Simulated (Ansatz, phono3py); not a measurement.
# Scattering channels in CdS (Greenockite, P6_3mc), one at a time, part 2 of 5

Aim: with force constants in hand, see how mesh, solver, isotopes and boundaries change the conductivity of CdS (Greenockite).

Measurements to reproduce:
- thermal conductivity 16 W/m/K near room temperature (given in “Combining the AFLOW GIBBS and Elastic Libraries to efficiently and robustly screen thermo-mechanical properties of solids”, 2017, arXiv:1611.05714)

Ansatz 0.2.0 and phono3py 4.10.0; DFT r2SCAN, scalar-relativistic, plane waves, PAW; PAW set soft_1 (the session's first sound run).

So far, κ at 300 K (W/m/K): step 3 (relaxation-time solution) 14.5; step 5 (isotopes none) 15.8.

The database entry behind the starting cell differs from later determinations by our own check (about 0.35 % long), so it need not match the best structure at ambient conditions.

### Step 6. Another q-mesh, third order supercell 3×3×2, supercell 3×3×2

Level of this step: DFT r2SCAN, scalar-relativistic, plane waves, PAW; PAW set soft_1; phono3py on Ansatz's force constants (phono3py).

The q-mesh of the transport sums changes, with the same scattering terms.

phono3py.yaml

```yaml
phono3py:
  version: "4.10.0"
  frequency_unit_conversion_factor: 15.633302
  symmetry_tolerance: 1.00000e-05

physical_unit:
  atomic_mass: "AMU"
  length: "angstrom"

space_group:
  type: "P6_3mc"
  number: 186
  Hall_symbol: "P 6c -2c"

primitive_matrix:
- [  1.000000000000000,  0.000000000000000,  0.000000000000000 ]
- [  0.000000000000000,  1.000000000000000,  0.000000000000000 ]
- [  0.000000000000000,  0.000000000000000,  1.000000000000000 ]

supercell_matrix:
- [   3,   0,   0 ]
- [   0,   3,   0 ]
- [   0,   0,   2 ]

# [primitive_cell block left out]
unit_cell:
  lattice:
  - [     4.164633929602186,     0.000000000000000,     0.000000000000000 ] # a
  - [    -2.082316964801093,     3.606678780498107,     0.000000000000000 ] # b
  - [     0.000000000000000,     0.000000000000000,     6.767836004700000 ] # c
  points:
  - symbol: Cd # 1
    coordinates: [  0.333333333333333,  0.666666666666667, -0.000955861900000 ]
    mass: 112.414000
    reduced_to: 1
  - symbol: Cd # 2
    coordinates: [  0.666666666666667,  0.333333333333333,  0.499044138100000 ]
    mass: 112.414000
    reduced_to: 2
  - symbol: S # 3
    coordinates: [  0.333333333333333,  0.666666666666667,  0.375955861900000 ]
    mass: 32.060000
    reduced_to: 3
  - symbol: S # 4
    coordinates: [  0.666666666666667,  0.333333333333333,  0.875955861900000 ]
    mass: 32.060000
    reduced_to: 4

# [supercell block left out]
phonon_supercell_matrix:
- [   3,   0,   0 ]
- [   0,   3,   0 ]
- [   0,   0,   2 ]

# [phonon_primitive_cell block left out]
# [phonon_supercell block left out]
nac:
  born_effective_charge:
  - # 1 (Cd)
    - [  2.149721815841585,  0.000000000000000,  0.000000000000000 ]
    - [  0.000000000000000,  2.149721815841584,  0.000000000000000 ]
    - [  0.000000000000000,  0.000000000000000,  2.225165993426336 ]
  - # 2 (Cd)
    - [  2.149721815841585,  0.000000000000000,  0.000000000000000 ]
    - [  0.000000000000000,  2.149721815841584,  0.000000000000000 ]
    - [  0.000000000000000,  0.000000000000000,  2.225165993426336 ]
  - # 3 (S)
    - [ -2.149721815841585,  0.000000000000000,  0.000000000000000 ]
    - [  0.000000000000000, -2.149721815841585,  0.000000000000000 ]
    - [  0.000000000000000,  0.000000000000000, -2.225165993426336 ]
  - # 4 (S)
    - [ -2.149721815841585,  0.000000000000000,  0.000000000000000 ]
    - [  0.000000000000000, -2.149721815841584,  0.000000000000000 ]
    - [  0.000000000000000,  0.000000000000000, -2.225165993426336 ]
  dielectric_constant:
    - [  5.383457480482410,  0.000000000000000,  0.000000000000000 ]
    - [  0.000000000000000,  5.383457480482409,  0.000000000000000 ]
    - [  0.000000000000000,  0.000000000000000,  5.453426528803349 ]
  unit_conversion_factor: 14.399645
```

Run with:

```bash
$ phono3py phono3py.yaml --mesh 3 3 3 --br --isotope --ts 100 300 600
```

What it wrote:

```text
[banner, memory and clock lines left out]
Rust backend (phonors) using rayon (8 threads).
Running in phono3py.load mode.
Spglib version 2.8.0
----------------------------- General settings -----------------------------
Run mode: conductivity-RTA
HDF5 data compression filter: gzip
Crystal structure was read from "phono3py.yaml".
Supercell (dim): [3 3 2]
Phonon supercell (dim-fc2): [3 3 2]
Primitive matrix:
  [1. 0. 0.]
  [0. 1. 0.]
  [0. 0. 1.]
Spacegroup: P6_3mc (186)
Use -v option to watch primitive cell, unit cell, and supercell structures.
NAC parameters were read from "phono3py.yaml".
fc3 was read from "fc3.hdf5".
fc2 was read from "fc2.hdf5".
----------------------------- Force constants ------------------------------
Max drift of fc3: -0.00000300 (xxy) -0.00000300 (xxy) -0.00000300 (xyx)
Max drift of fc2: -0.00000900 (yy) -0.00000900 (yy)
--------------------------- Calculation settings ---------------------------
Non-analytical term correction (NAC): True
NAC unit conversion factor:  14.39964
BZ integration: Tetrahedron-method
Temperature:  100.0  300.0  600.0
Cutoff frequency: 0.01
Mesh sampling: [ 3 3 3 ]
Generating grid system ... [ 3 3 3 ]
fc3-r2q-transformation over three atoms: True
--------------------------- Phonon calculations ----------------------------
  PRB 50, 13035(R) (1994), PRB 55, 10355 (1997)
  G-cutoff distance: 0.89, Number of G-points: 313, Lambda: 0.22
Running harmonic phonon calculations...
-------------------- Lattice thermal conductivity (RTA) --------------------
Running heat capacity calculations...
Running velocity calculations...
Running isotope scattering calculations with tetrahedron method...
======================= Grid point 0 (1/6) =======================
q-point: ( 0.00  0.00  0.00)
Boundary mean free path (millimeter): 1000.000
Mass variance parameters: 2.72e-04 2.72e-04 1.65e-04 1.65e-04
Number of triplets: 6
Frequency     group velocity (x, y, z)     |gv|
  -0.005   (   0.000    0.000    0.000)    0.000
  -0.002   (   0.000    0.000    0.000)    0.000
   0.003   (   0.000    0.000   -0.000)    0.000
   1.267   (   0.000   -0.000   -0.000)    0.000
   1.267   (   0.000    0.000    0.000)    0.000
   4.001   (   0.000    0.000   -0.000)    0.000
   6.692   (   0.000    0.000    0.000)    0.000
   6.930   (   0.000   -0.000   -0.000)    0.000
   6.930   (   0.000    0.000    0.000)    0.000
   7.340   (   0.000   -0.000   -0.000)    0.000
   7.340   (  -0.000   -0.000    0.000)    0.000
   8.851   (   0.000    0.000    0.000)    0.000
======================= Grid point 1 (2/6) =======================
q-point: ( 0.33  0.00  0.00)
Boundary mean free path (millimeter): 1000.000
Mass variance parameters: 2.72e-04 2.72e-04 1.65e-04 1.65e-04
Number of triplets: 8
Frequency     group velocity (x, y, z)     |gv|
   1.133   (   6.192    3.575    0.000)    7.150
   1.462   (  10.058    5.807    0.000)   11.614
   1.614   (   8.110    4.683    0.000)    9.365
   2.258   (  -3.041   -1.755    0.000)    3.511
[...]
[3 grid points left out]
======================= Grid point 17 (6/6) =======================
q-point: ( 0.33  0.33  0.33)
Boundary mean free path (millimeter): 1000.000
Mass variance parameters: 2.72e-04 2.72e-04 1.65e-04 1.65e-04
Number of triplets: 7
Frequency     group velocity (x, y, z)     |gv|
[...]
4.060   (  -1.177   -2.039    4.759)    5.309
   4.060   (   1.177    2.039    4.759)    5.309
   7.681   (  -1.372   -2.376   -4.458)    5.234
   7.681   (   1.372    2.376   -4.458)    5.234
   8.373   (   0.000    0.000    6.381)    6.381
   8.406   (  -0.653   -1.131    1.459)    1.958
   8.406   (   0.653    1.131    1.459)    1.958
   8.692   (   0.000    0.000   -5.380)    5.380
=================== End of collection of collisions ===================
----------- Thermal conductivity (W/m-k) with tetrahedron method -----------
#  T(K)        xx         yy         zz         yz         xz         xy
  100.0      13.111     13.111     47.911      0.000      0.000      0.000
  300.0       5.268      5.268     15.377      0.000      0.000      0.000
  600.0       2.889      2.889      7.778      0.000      0.000      0.000

Thermal conductivity related properties were written into
"kappa-m333.hdf5".
Summary of calculation was written in "phono3py.yaml".
```

It took 0.75 s on 8 threads of Intel Xeon at 2.70GHz, shared host; peak memory 0.08 GiB; 0.87 s of CPU time.

Numbers from this step:

| Quantity | Value |
| --- | --- |
| κ at 300 K | 8.638 W/m/K |
| κ xx, yy, zz at 300 K | 5.268, 5.268, 15.38 W/m/K |

W/m/K. Kappa, by row:

| T (K) | xx | yy | zz | yz | xz | xy |
| --- | --- | --- | --- | --- | --- | --- |
| 100 | 13.11 | 13.11 | 47.91 | 0 | 0 | 0 |
| 300 | 5.268 | 5.268 | 15.38 | 0 | 0 | 0 |
| 600 | 2.889 | 2.889 | 7.778 | 0 | 0 | 0 |

This mesh is too coarse for the transport sums: κ at 300 K comes out at 8.64 against 14.5 W/(m K) in the base run.

### Step 7. Another q-mesh, third order supercell 3×3×2, supercell 3×3×2 (run 2)

The q-mesh of the transport sums changes, with the same scattering terms.

phono3py.yaml is that of step 6.

Run with:

```bash
$ phono3py phono3py.yaml --mesh 7 7 3 --br --isotope --ts 100 300 600
```

What it wrote:

```text
[banner, memory and clock lines left out]
Rust backend (phonors) using rayon (8 threads).
Running in phono3py.load mode.
Spglib version 2.8.0
----------------------------- General settings -----------------------------
Run mode: conductivity-RTA
HDF5 data compression filter: gzip
Crystal structure was read from "phono3py.yaml".
Supercell (dim): [3 3 2]
Phonon supercell (dim-fc2): [3 3 2]
Primitive matrix:
  [1. 0. 0.]
  [0. 1. 0.]
  [0. 0. 1.]
Spacegroup: P6_3mc (186)
Use -v option to watch primitive cell, unit cell, and supercell structures.
[...]
8.547   (  -2.378   -4.118    2.214)    5.245
   8.706   (  -0.274   -0.474   -3.885)    3.923
=================== End of collection of collisions ===================
----------- Thermal conductivity (W/m-k) with tetrahedron method -----------
#  T(K)        xx         yy         zz         yz         xz         xy
  100.0      41.032     41.032     39.396      0.000     -0.000      0.000
  300.0      13.207     13.207     11.711      0.000     -0.000      0.000
  600.0       6.780      6.780      5.900      0.000     -0.000      0.000

Thermal conductivity related properties were written into
"kappa-m773.hdf5".
Summary of calculation was written in "phono3py.yaml".
```

Wall time 0.96 s (8 threads); peak memory 0.08 GiB; 2 s of CPU time.

W/m/K. Kappa, by row:

| T (K) | xx | yy | zz | yz | xz | xy |
| --- | --- | --- | --- | --- | --- | --- |
| 100 | 41.03 | 41.03 | 39.4 | 0 | 0 | 0 |
| 300 | 13.21 | 13.21 | 11.71 | 0 | 0 | 0 |
| 600 | 6.78 | 6.78 | 5.9 | 0 | 0 | 0 |

κ at 300 K goes from 14.5 in the base run to 12.7 W/(m K).

### Step 8. Another q-mesh, third order supercell 3×3×2, supercell 3×3×2 (run 3)

The q-mesh of the transport sums changes, with the same scattering terms.

phono3py.yaml is that of step 7.

Run with:

```bash
$ phono3py phono3py.yaml --mesh 9 9 5 --br --isotope --ts 100 300 600
```

What it wrote:

```text
[banner, memory and clock lines left out]
Rust backend (phonors) using rayon (8 threads).
Running in phono3py.load mode.
Spglib version 2.8.0
----------------------------- General settings -----------------------------
Run mode: conductivity-RTA
HDF5 data compression filter: gzip
Crystal structure was read from "phono3py.yaml".
Supercell (dim): [3 3 2]
Phonon supercell (dim-fc2): [3 3 2]
Primitive matrix:
  [1. 0. 0.]
  [0. 1. 0.]
  [0. 0. 1.]
Spacegroup: P6_3mc (186)
Use -v option to watch primitive cell, unit cell, and supercell structures.
[...]
8.438   (  -0.000   -0.000    6.797)    6.797
   8.635   (   0.000    0.000   -6.116)    6.116
=================== End of collection of collisions ===================
----------- Thermal conductivity (W/m-k) with tetrahedron method -----------
#  T(K)        xx         yy         zz         yz         xz         xy
  100.0      43.493     43.493     46.140      0.000     -0.000      0.000
  300.0      14.008     14.008     14.340      0.000     -0.000      0.000
  600.0       7.144      7.144      7.267      0.000     -0.000      0.000

Thermal conductivity related properties were written into
"kappa-m995.hdf5".
Summary of calculation was written in "phono3py.yaml".
```

Elapsed: 2.2 s, on 8 threads; peak memory 0.08 GiB.

κ at 300 K goes from 14.5 in the base run to 14.1 W/(m K).

### Step 9. Another q-mesh, third order supercell 3×3×2, supercell 3×3×2 (run 4)

The q-mesh of the transport sums changes, with the same scattering terms.

phono3py.yaml is that of step 8.

Run with:

```bash
$ phono3py phono3py.yaml --mesh 15 15 9 --br --isotope --ts 100 300 600
```

What it wrote:

```text
[banner, memory and clock lines left out]
Rust backend (phonors) using rayon (8 threads).
Running in phono3py.load mode.
Spglib version 2.8.0
----------------------------- General settings -----------------------------
Run mode: conductivity-RTA
HDF5 data compression filter: gzip
Crystal structure was read from "phono3py.yaml".
Supercell (dim): [3 3 2]
Phonon supercell (dim-fc2): [3 3 2]
Primitive matrix:
  [1. 0. 0.]
  [0. 1. 0.]
  [0. 0. 1.]
Spacegroup: P6_3mc (186)
Use -v option to watch primitive cell, unit cell, and supercell structures.
[...]
8.483   (  -0.000   -0.000    6.883)    6.883
   8.594   (   0.000    0.000   -6.487)    6.487
=================== End of collection of collisions ===================
----------- Thermal conductivity (W/m-k) with tetrahedron method -----------
#  T(K)        xx         yy         zz         yz         xz         xy
  100.0      45.260     45.260     50.724      0.000      0.000      0.000
  300.0      14.213     14.213     15.350      0.000      0.000      0.000
  600.0       7.203      7.203      7.724      0.000      0.000      0.000

Thermal conductivity related properties were written into
"kappa-m15159.hdf5".
Summary of calculation was written in "phono3py.yaml".
```

The job ended after 27 s (8 threads; peak memory 0.09 GiB).

κ at 300 K goes from 14.5 in the base run to 14.6 W/(m K).

### Step 10. Another q-mesh, third order supercell 3×3×2, supercell 3×3×2 (run 5)

The q-mesh of the transport sums changes, with the same scattering terms.

phono3py.yaml is that of step 9.

Run with:

```bash
$ phono3py phono3py.yaml --mesh 19 19 11 --br --isotope --ts 100 300 600
```

What it wrote:

```text
[banner, memory and clock lines left out]
Rust backend (phonors) using rayon (8 threads).
Running in phono3py.load mode.
Spglib version 2.8.0
----------------------------- General settings -----------------------------
Run mode: conductivity-RTA
HDF5 data compression filter: gzip
Crystal structure was read from "phono3py.yaml".
Supercell (dim): [3 3 2]
Phonon supercell (dim-fc2): [3 3 2]
Primitive matrix:
  [1. 0. 0.]
  [0. 1. 0.]
  [0. 0. 1.]
Spacegroup: P6_3mc (186)
Use -v option to watch primitive cell, unit cell, and supercell structures.
[...]
8.524   (  -2.621   -4.539    4.791)    7.101
   8.597   (  -1.300   -2.251   -5.709)    6.273
=================== End of collection of collisions ===================
----------- Thermal conductivity (W/m-k) with tetrahedron method -----------
#  T(K)        xx         yy         zz         yz         xz         xy
  100.0      44.531     44.531     49.394     -0.000     -0.000      0.000
  300.0      14.072     14.072     14.928     -0.000     -0.000      0.000
  600.0       7.133      7.133      7.502     -0.000     -0.000      0.000

Thermal conductivity related properties were written into
"kappa-m191911.hdf5".
Summary of calculation was written in "phono3py.yaml".
```

Wall time 83 s (8 threads); peak memory 0.11 GiB; 10 min of CPU time.

W/m/K. Kappa, by row:

| T (K) | xx | yy | zz | yz | xz | xy |
| --- | --- | --- | --- | --- | --- | --- |
| 100 | 44.53 | 44.53 | 49.39 | 0 | 0 | 0 |
| 300 | 14.07 | 14.07 | 14.93 | 0 | 0 | 0 |
| 600 | 7.133 | 7.133 | 7.502 | 0 | 0 | 0 |

κ at 300 K goes from 14.5 in the base run to 14.4 W/(m K).

### Step 11. Another q-mesh, third order supercell 3×3×2, supercell 3×3×2 (run 6)

The q-mesh of the transport sums changes, with the same scattering terms.

phono3py.yaml is that of step 10.

Run with:

```bash
$ phono3py phono3py.yaml --mesh 25 25 13 --br --isotope --ts 100 300 600
```

What it wrote:

```text
[banner, memory and clock lines left out]
Rust backend (phonors) using rayon (8 threads).
Running in phono3py.load mode.
Spglib version 2.8.0
----------------------------- General settings -----------------------------
Run mode: conductivity-RTA
HDF5 data compression filter: gzip
Crystal structure was read from "phono3py.yaml".
Supercell (dim): [3 3 2]
Phonon supercell (dim-fc2): [3 3 2]
Primitive matrix:
  [1. 0. 0.]
  [0. 1. 0.]
  [0. 0. 1.]
Spacegroup: P6_3mc (186)
Use -v option to watch primitive cell, unit cell, and supercell structures.
[...]
8.520   (  -2.388   -4.136    5.404)    7.211
   8.586   (  -1.198   -2.075   -6.014)    6.474
=================== End of collection of collisions ===================
----------- Thermal conductivity (W/m-k) with tetrahedron method -----------
#  T(K)        xx         yy         zz         yz         xz         xy
  100.0      43.269     43.269     48.209      0.000      0.000      0.000
  300.0      13.758     13.758     14.683      0.000      0.000      0.000
  600.0       6.972      6.972      7.386      0.000      0.000      0.000

Thermal conductivity related properties were written into
"kappa-m252513.hdf5".
Summary of calculation was written in "phono3py.yaml".
```

Elapsed: 4.5 min, on 8 threads; peak memory 0.14 GiB; 34 min of CPU time.

W/m/K. Kappa, by row:

| T (K) | xx | yy | zz | yz | xz | xy |
| --- | --- | --- | --- | --- | --- | --- |
| 100 | 43.27 | 43.27 | 48.21 | 0 | 0 | 0 |
| 300 | 13.76 | 13.76 | 14.68 | 0 | 0 | 0 |
| 600 | 6.972 | 6.972 | 7.386 | 0 | 0 | 0 |

κ at 300 K goes from 14.5 in the base run to 14.1 W/(m K).

### Step 12. Mesh convergence

This step: DFT r2SCAN, scalar-relativistic, plane waves, PAW; PAW set soft_1 (phono3py 4.10.0).

Series, by row:

| q mesh | kappa at 100 K (W/m/K) | kappa at 300 K (W/m/K) | kappa at 600 K (W/m/K) | seconds |
| --- | --- | --- | --- | --- |
| 3x3x3 | 24.71 | 8.639 | 4.519 | 0.75 |
| 7x7x3 | 40.49 | 12.71 | 6.487 | 0.96 |
| 9x9x5 | 44.37 | 14.12 | 7.185 | 2.23 |
| 13x13x7 | 47.13 | 14.54 | 7.345 | 9.65 |
| 15x15x9 | 47.08 | 14.59 | 7.377 | 26.64 |
| 19x19x11 | 46.15 | 14.36 | 7.256 | 83.45 |
| 25x25x13 | 44.92 | 14.07 | 7.11 | 267.4 |

(Part 2 of 5 ends here.)

[Logs are printed without paths, hosts, clocks, repeated set-up lines and the standing remarks that a program may print on its own settings, such as how far it seeks lower states.]

[Hosts, paths, dates, database ids (printed as entryN), source tags and the programs' standing remarks are cut or masked in the printed files.]

[A step with changed settings may run another functional than the one named; its input shows which.]
